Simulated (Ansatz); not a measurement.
## SnWO4 (Pnna): converging the G0W0 gap

Wanted: a G0W0 gap for SnWO4 (Pnna) that is converged in bands and cutoff, or an estimate of the limit.

Main program and level: Ansatz 0.2.0; G0W0 on LDA, plane waves, PAW.

**1. Set-up**

It takes space group Pnna (No. 52, orthorhombic). The conventional cell has a = 5.627 Å, b = 11.649 Å, c = 4.997 Å, α = 90.00°, β = 90.00°, γ = 90.00°. Nearest to Sn lie 4 O at 2.18 to 2.39 Å. W has 6 O at 1.80 to 2.14 Å nearest. Nearest to O lie 2 W at 1.80 to 2.14 Å. Nearest to O lie 1 W at 1.89 Å and 2 Sn at 2.18 to 2.39 Å. Farther neighbours and most contacts between anions are not listed.

The cell and positions come from the Crystallography Open Database and are kept as given unless a step says otherwise. Spin-orbit coupling is left out unless a step names it.

**2. 743 empty bands, screening to 100 eV**

G0W0 replaces the xc potential by the self-energy, built once from these orbitals. Only a window of levels is corrected, while the sums run over the empty bands that the input names. This step takes hard PAW files.

File input.yaml:

```yaml
crystal:
  lattice:
    - [5.627, 0.0, 0.0]
    - [0.0, 11.6486, 0.0]
    - [0.0, 0.0, 4.9973]
  atoms:
    - { symbol: Sn, position: [0.25, 0.0, 0.2196] }
    - { symbol: Sn, position: [0.25, 0.5, 0.2804] }
    - { symbol: Sn, position: [0.75, 0.0, 0.7804] }
    - { symbol: Sn, position: [0.75, 0.5, 0.7196] }
    - { symbol: W, position: [0.6677, 0.25, 0.25] }
    - { symbol: W, position: [0.8323, 0.75, 0.25] }
    - { symbol: W, position: [0.3323, 0.75, 0.75] }
    - { symbol: W, position: [0.1677, 0.25, 0.75] }
    - { symbol: O, position: [0.3765, 0.2987, 0.9988] }
    - { symbol: O, position: [0.1235, 0.7013, 0.9988] }
    - { symbol: O, position: [0.3765, 0.2013, 0.5012] }
    - { symbol: O, position: [0.1235, 0.7987, 0.5012] }
    - { symbol: O, position: [0.6235, 0.7013, 0.0012] }
    - { symbol: O, position: [0.8765, 0.2987, 0.0012] }
    - { symbol: O, position: [0.6235, 0.7987, 0.4988] }
    - { symbol: O, position: [0.8765, 0.2013, 0.4988] }
    - { symbol: O, position: [0.1019, 0.3961, 0.6037] }
    - { symbol: O, position: [0.3981, 0.6039, 0.6037] }
    - { symbol: O, position: [0.1019, 0.1039, 0.8963] }
    - { symbol: O, position: [0.3981, 0.8961, 0.8963] }
    - { symbol: O, position: [0.8981, 0.6039, 0.3963] }
    - { symbol: O, position: [0.6019, 0.3961, 0.3963] }
    - { symbol: O, position: [0.8981, 0.8961, 0.1037] }
    - { symbol: O, position: [0.6019, 0.1039, 0.1037] }
kpoints:
  mp_grid: { grid: [4, 2, 4] }
hamiltonian:
  xc: lda
  pseudopotentials: { kind: paw, source: ansatz }
scf:
  occupations: { method: fixed }
gw:
  n_empty_bands: 743
  ecut_chi: 100.0
  qp_bands: [v4, c4]
  qp_kpoints: band_edges
  screening: { model: contour_deformation }
```

On the command line:

```
> ansatz run input.yaml --threads 16 --pin off --max-ram 92160MiB --backend cuda --events-out ev --progress --plain --runs-dir out --devices 1 --max-vram 157GiB
```

Numbers of over 12 decimals in the logs are rounded to 6 here.

Log:

```text
GPUs: using 1 of 1 available (devices: 1).
Engine: ansatz 0.2.0, aarch64-unknown-linux-gnu
Pseudopotentials: kind: paw
Pseudopotential: Sn, paw, valence charge 22, recommended cutoff 640 eV (normal), Sn.paw.azcp
Pseudopotential: W, paw, valence charge 28, recommended cutoff 760 eV (normal), W.paw.azcp
Pseudopotential: O, paw, valence charge 6, recommended cutoff 930 eV (normal), O.paw.azcp
Functional definition: SPW92
  exchange = slater_x
  correlation = pw_c
concurrent solve slots: 9 of 16 are kept, ahead of what memory takes: no pass of the eigensolver takes more rounds on 9
[...]
Crystal: 24 atoms, lattice volume = 327.556 Å³
Basis set: ecut = 930 eV, 21159 PW (Γ)
Bands: 178, of which v1, the nominal top of the filled ones, is band 148 counted from 1 (147 counted from 0)
Symmetry: 8 space group operations
Space group: Pnna (ITA 52), of the structure as read, at distance tolerance 6.9e-5 Å
k-points: 18 of 32
Non-local potential: Sn, projectors of the file, l = 0: 3, l = 1: 3, l = 2: 3, l = 3: 2
Non-local potential: W, projectors of the file, l = 0: 3, l = 1: 3, l = 2: 2, l = 3: 3
Non-local potential: O, projectors of the file, l = 0: 2, l = 1: 2, l = 2: 1
PAW form: soft (Blöchl's): semilocal exchange-correlation on the pseudo side does not see the compensation charge
PAW frozen core: Sn, regenerated for the run's functional, and the local potential with it (the file was generated under x = pbe(κ = 0.804, μ = 0.219515), c = pbe(β = 0.066725))
PAW frozen core: W, regenerated for the run's functional, and the local potential with it (the file was generated under x = pbe(κ = 0.804, μ = 0.219515), c = pbe(β = 0.066725))
PAW frozen core: O, regenerated for the run's functional, and the local potential with it (the file was generated under x = pbe(κ = 0.804, μ = 0.219515), c = pbe(β = 0.066725))
PAW one-centre angular grid: Sn, 590 points (default); XC on 64 Gauss nodes
PAW one-centre angular grid: W, 590 points (default); XC on 64 Gauss nodes
PAW one-centre angular grid: O, 110 points (default); XC on 64 Gauss nodes
Initial density: superposition of atomic densities (chi_scale 0.1, normalization cell, long waves kept (reshape's long-wave potential 0.30 eV rms))
Initial wavefunctions: pseudopotential atomic-orbital guess
[...]
Functional: x = slater, c = lda
SCF iter   1: F=—  HF=-117727.365054 eV  |F-HF|=—  |Δ(HF+E_count)|=         —  Δρ=9.69e-2  dr2=5.11e1  ethr=3.10e-3  ⟨swp⟩=5.0  Hψ=10886  notcnv=0  defer=491
preconditioner: auto → Resta (q_TF=auto, 2.683 Å⁻¹)  ε∞=3.4  [insulator: Δε(μ)=2.899 eV  Ē_g=20.197 eV  n_scr=100 (ndim 8)  ℏωp=31.3 eV  f_vac=0.031  ε∞_Penn≈3.4]
SCF iter   2: F=—  HF=-117714.090778 eV  |F-HF|=—  |Δ(HF+E_count)|=    1.33e1  Δρ=4.71e-2  dr2=6.40e0  ethr=3.10e-3  ⟨swp⟩=4.0  Hψ=7213  notcnv=0  defer=491
SCF iter   3: F=—  HF=-117712.361593 eV  |F-HF|=—  |Δ(HF+E_count)|=    1.73e0  Δρ=2.17e-2  dr2=1.80e0  ethr=2.16e-3  ⟨swp⟩=2.4  Hψ=5127  notcnv=0  defer=490
SCF iter   4: F=—  HF=-117711.866400 eV  |F-HF|=—  |Δ(HF+E_count)|=   4.95e-1  Δρ=8.46e-3  dr2=2.17e-1  ethr=6.08e-4  ⟨swp⟩=3.2  Hψ=4126  notcnv=0  defer=502
SCF iter   5: F=—  HF=-117711.815245 eV  |F-HF|=—  |Δ(HF+E_count)|=   5.12e-2  Δρ=3.37e-3  dr2=3.37e-2  ethr=7.35e-5  ⟨swp⟩=3.0  Hψ=5344  notcnv=0  defer=502
SCF iter   6: F=—  HF=-117711.809898 eV  |F-HF|=—  |Δ(HF+E_count)|=   5.35e-3  Δρ=1.35e-3  dr2=6.85e-3  ethr=1.14e-5  ⟨swp⟩=2.1  Hψ=4084  notcnv=0  defer=502
[...]
SCF iter   9: F=—  HF=-117711.809138 eV  |F-HF|=—  |Δ(HF+E_count)|=   1.41e-5  Δρ=4.61e-5  dr2=5.56e-6  ethr=5.44e-8  ⟨swp⟩=2.0  Hψ=4219  notcnv=0  defer=463
SCF iter  10: F=—  HF=-117711.809138 eV  |F-HF|=—  |Δ(HF+E_count)|=   2.97e-7  Δρ=1.20e-5  dr2=3.89e-7  ethr=1.88e-9  ⟨swp⟩=2.2  Hψ=5102  notcnv=0  defer=463
SCF iter  11: F=-117711.809138 eV  HF=-117711.809138 eV  |F-HF|=5.81e-9  |Δ(HF+E_count)|=   3.89e-8  Δρ=3.27e-6  dr2=2.05e-8  ethr=3.38e-11  ⟨swp⟩=12.7  Hψ=15422  notcnv=0
SCF 1 converged in 11 iterations: F = -117711.809138 eV  dr2 = 2.05e-8
  greatest PAW one-centre occupation: 1.001 electrons in one spin orbital (limit 2), on the Sn atom at site 3 (counted from 0), in its partial waves of l = 0
[...]
SCF converged after 11 iterations
[...]
9   152     12.5651   -15.3900    -4.0497   -20.4945  0.7554    13.6472    13.6199  root
    10   145      9.5399   -21.0328     2.4723   -18.4327  0.7472     9.4119     9.4122  root
    10   146      9.5399   -21.0328     2.4723   -18.4327  0.7472     9.4119     9.4122  root
    10   147     10.1801   -20.7208     2.0298   -18.6378  0.7544    10.1269    10.1270  root
    10   148     10.1801   -20.7208     2.0298   -18.6378  0.7544    10.1269    10.1270  root
    10   149     12.3003   -15.7949    -4.2252   -21.1275  0.7538    13.4395    13.4077  root
    10   150     12.3003   -15.7949    -4.2252   -21.1275  0.7538    13.4395    13.4077  root
    10   151     12.5861   -15.8452    -4.0888   -21.0175  0.7519    13.7002    13.6695  root
    10   152     12.5861   -15.8452    -4.0888   -21.0175  0.7519    13.7002    13.6695  root
    11   145      9.8245   -20.4445     2.1770   -18.1641  0.7514     9.7209     9.7211  root
    11   146      9.8245   -20.4445     2.1770   -18.1641  0.7514     9.7209     9.7211  root
    11   147     10.0406   -21.0349     2.1226   -18.8428  0.7538     9.9711     9.9713  root
    11   148     10.0406   -21.0349     2.1226   -18.8428  0.7538     9.9711     9.9713  root
    11   149     12.3417   -15.5266    -4.2271   -20.8507  0.7588    13.4675    13.4388  root
    11   150     12.3417   -15.5266    -4.2271   -20.8507  0.7588    13.4675    13.4388  root
    11   151     12.5957   -15.8201    -4.2045   -21.1210  0.7508    13.7254    13.6922  root
    11   152     12.5957   -15.8201    -4.2045   -21.1210  0.7508    13.7254    13.6922  root
    12   145      9.7351   -21.4832     2.4783   -18.9186  0.7475     9.6487     9.6489  root
    12   146      9.7351   -21.4832     2.4783   -18.9186  0.7475     9.6487     9.6489  root
    12   147      9.7983   -20.7713     2.3684   -18.2933  0.7487     9.6885     9.6887  root
    12   148      9.7983   -20.7713     2.3684   -18.2933  0.7487     9.6885     9.6887  root
    12   149     12.5211   -14.6281    -4.2409   -19.9037  0.7603    13.5823    13.5558  root
    12   150     12.5211   -14.6281    -4.2409   -19.9037  0.7603    13.5823    13.5558  root
    12   151     12.7775   -15.5105    -4.5193   -21.1265  0.7469    13.9134    13.8743  root
[...]
17   145      9.7832   -19.7747     1.9780   -17.6776  0.7541     9.6639     9.6641  root
    17   146      9.7832   -19.7747     1.9780   -17.6776  0.7541     9.6639     9.6641  root
    17   147     10.1196   -21.1340     2.1548   -18.9215  0.7527    10.0619    10.0620  root
    17   148     10.1196   -21.1340     2.1548   -18.9215  0.7527    10.0619    10.0620  root
    17   149     12.2818   -15.6364    -4.1163   -20.8391  0.7591    13.3952    13.3681  root
    17   150     12.2818   -15.6364    -4.1163   -20.8391  0.7591    13.3952    13.3681  root
    17   151     12.6020   -16.2292    -4.0380   -21.3711  0.7484    13.7387    13.7060  root
    17   152     12.6020   -16.2292    -4.0380   -21.3711  0.7484    13.7387    13.7060  root
```

Elapsed: 2.1 min, on 1 × NVIDIA GB200 with 16 threads of Arm Neoverse V2, shared host; peak memory 9.9 GiB.

Numbers from this step:

```
bands summed                                 : 891
RPA ε∞ on this mesh (eigenvalues)            : 6.357, 6.582, 7.806
plane waves in the screening matrix          : 739
q-points in the mesh                         : 32
G0W0 gap on the mesh                         : 2.508 eV
k of the valence top                         : 0, 0, 0.25
k of the conduction bottom                   : 0, 0, 0
starting gap on the mesh                     : 1.357 eV
Z at the valence top                         : 0.7583
Z at the conduction bottom                   : 0.7614
least direct G0W0 gap on the computed points : 2.569 eV
```

The gap on the mesh goes from 1.36 eV to 2.51 eV, a correction of +1.15 eV. Between the two edge states, bare exchange in place of the xc potential would open the gap by 7.13 eV, and correlation takes back 5.98 eV.

**3. 1505 empty bands, screening to 160 eV**

Bands and screening cutoff are moved together, since each hides the error of the other.

Changes to input.yaml since step 2:

```diff
@@ -38,4 +38,4 @@
 gw:
-  n_empty_bands: 743
-  ecut_chi: 100.0
+  n_empty_bands: 1505
+  ecut_chi: 160.0
   qp_bands: [v4, c4]
```

Log:

```text
GPUs: using 1 of 1 available (devices: 1).
[...]
Crystal: 24 atoms, lattice volume = 327.556 Å³
Basis set: ecut = 930 eV, 21159 PW (Γ)
Bands: 178, of which v1, the nominal top of the filled ones, is band 148 counted from 1 (147 counted from 0)
Symmetry: 8 space group operations
[...]
k-points: 18 of 32
[...]
SCF iter   1: F=—  HF=-117727.365054 eV  |F-HF|=—  |Δ(HF+E_count)|=         —  Δρ=9.69e-2  dr2=5.11e1  ethr=3.10e-3  ⟨swp⟩=5.0  Hψ=10886  notcnv=0  defer=491
[...]
SCF iter   6: F=—  HF=-117711.809898 eV  |F-HF|=—  |Δ(HF+E_count)|=   5.35e-3  Δρ=1.35e-3  dr2=6.85e-3  ethr=1.14e-5  ⟨swp⟩=2.1  Hψ=4084  notcnv=0  defer=502
[...]
SCF iter   9: F=—  HF=-117711.809138 eV  |F-HF|=—  |Δ(HF+E_count)|=   1.41e-5  Δρ=4.61e-5  dr2=5.56e-6  ethr=5.44e-8  ⟨swp⟩=2.0  Hψ=4219  notcnv=0  defer=463
[...]
SCF iter  11: F=-117711.809138 eV  HF=-117711.809138 eV  |F-HF|=5.81e-9  |Δ(HF+E_count)|=   3.89e-8  Δρ=3.27e-6  dr2=2.05e-8  ethr=3.38e-11  ⟨swp⟩=12.7  Hψ=15422  notcnv=0
SCF 1 converged in 11 iterations: F = -117711.809138 eV  dr2 = 2.05e-8
[...]
SCF converged after 11 iterations
[...]
9   152     12.5651   -15.3900    -4.2913   -20.4945  0.7512    13.3933    13.3783  root
    10   145      9.5399   -21.0328     2.2616   -18.4327  0.7441     9.1990     9.2015  root
    10   146      9.5399   -21.0328     2.2616   -18.4327  0.7441     9.1990     9.2015  root
    10   147     10.1801   -20.7208     1.8063   -18.6378  0.7512     9.9021     9.9034  root
    10   148     10.1801   -20.7208     1.8063   -18.6378  0.7512     9.9021     9.9034  root
    10   149     12.3003   -15.7949    -4.4694   -21.1275  0.7499    13.1813    13.1635  root
    10   150     12.3003   -15.7949    -4.4694   -21.1275  0.7499    13.1813    13.1635  root
    10   151     12.5861   -15.8452    -4.3365   -21.0175  0.7477    13.4386    13.4219  root
[...]
17   149     12.2818   -15.6364    -4.3592   -20.8391  0.7552    13.1403    13.1252  root
    17   150     12.2818   -15.6364    -4.3592   -20.8391  0.7552    13.1403    13.1252  root
    17   151     12.6020   -16.2292    -4.2901   -21.3711  0.7441    13.4719    13.4539  root
    17   152     12.6020   -16.2292    -4.2901   -21.3711  0.7441    13.4719    13.4539  root
```

It took 4.6 min on 1 × NVIDIA GB200 with 16 threads; peak memory 19 GiB; 12 min of CPU time.

Numbers from this step:

```yaml
bands_summed: 1653
rpa_eps_infinity_on_this_mesh_eigenvalues: 6.318, 6.536, 7.761
plane_waves_in_the_screening_matrix: 1517
q_points_in_the_mesh: 32
g0w0_gap_on_the_mesh: 2.498 eV
k_of_the_valence_top: 0, 0, 0.25
k_of_the_conduction_bottom: 0, 0, 0
starting_gap_on_the_mesh: 1.357 eV
z_at_the_valence_top: 0.7552
z_at_the_conduction_bottom: 0.7578
least_direct_g0w0_gap_on_the_computed_points: 2.554 eV
```

Against the run with 4×2×4 mesh, 743 empty bands, screening to 100 eV, hard PAW files, the gap moves by −0.010 eV.

**4. The runs together**

Times are wall times on 1 × NVIDIA GB200 with 16 threads of Arm Neoverse V2, shared host, good to a factor of about two.

| mesh | files | frequency | bands summed | cutoff (eV) | start (eV) | G0W0 (eV) | time | host memory (GiB) |
| --- | --- | --- | --- | --- | --- | --- | --- | --- |
| 4×2×4 | hard PAW | contour deformation | 891 | 100 | 1.357 | 2.508 | 2.1 min | 9.9 |
| 4×2×4 | hard PAW | contour deformation | 1653 | 160 | 1.357 | 2.498 | 4.6 min | 19 |

The parts of the quasiparticle energy at the two band edges (eV; QP = start + Σx + Σc − Vxc):

| run | edge | start | Σx | Σc | Vxc | Z | QP |
| --- | --- | --- | --- | --- | --- | --- | --- |
| 891 bands | valence top | 10.37 | -20.63 | 1.90 | -18.70 | 0.76 | 10.33 |
| 891 bands | conduction bottom | 11.73 | -15.60 | -4.09 | -20.81 | 0.76 | 12.84 |
| 1653 bands | valence top | 10.37 | -20.63 | 1.67 | -18.70 | 0.76 | 10.10 |
| 1653 bands | conduction bottom | 11.73 | -15.60 | -4.33 | -20.81 | 0.76 | 12.60 |

**5. What came out**

```json
{"891 bands, 100 eV": "2.508 eV", "1653 bands, 160 eV": "2.498 eV", "estimated limit in bands and cutoff": "2.49 eV", "mesh and start": "4×2×4, LDA"}
```

In words: A line in one over the bands through the two rungs gives 2.49 eV, −0.01 eV from the top rung; with two points alone it is an unchecked estimate. The rungs stand 0.02 eV (891 bands) and 0.01 eV (1653 bands) from it. From 891 to 1653 bands the gap moves by −0.01 eV while the time grows 2.2-fold. Σc changes by −0.23 eV at the valence top and −0.24 eV at the conduction bottom, so the levels themselves move more than the gap between them. Gaps are over the mesh's points; an edge off the mesh would be missed. The many-body steps are scalar-relativistic: spin-orbit coupling is not in them.

[Paths, hosts, dates, memory and timing lines, banners, echoed tables and standing remarks are left out of the program output.]

[Logs are printed without paths, hosts, clocks, repeated set-up lines and the standing remarks that a program may print on its own settings, such as how far it seeks lower states.]

[Runs of the session that timed out or met a known fault of the program may be left out.]

[Cells called generated may have been cut or substituted from an entry of the Crystallography Open Database or the Materials Project.]

[Hosts, paths, dates, database ids (printed as entryN), source tags and the programs' standing remarks are cut or masked in the printed files.]
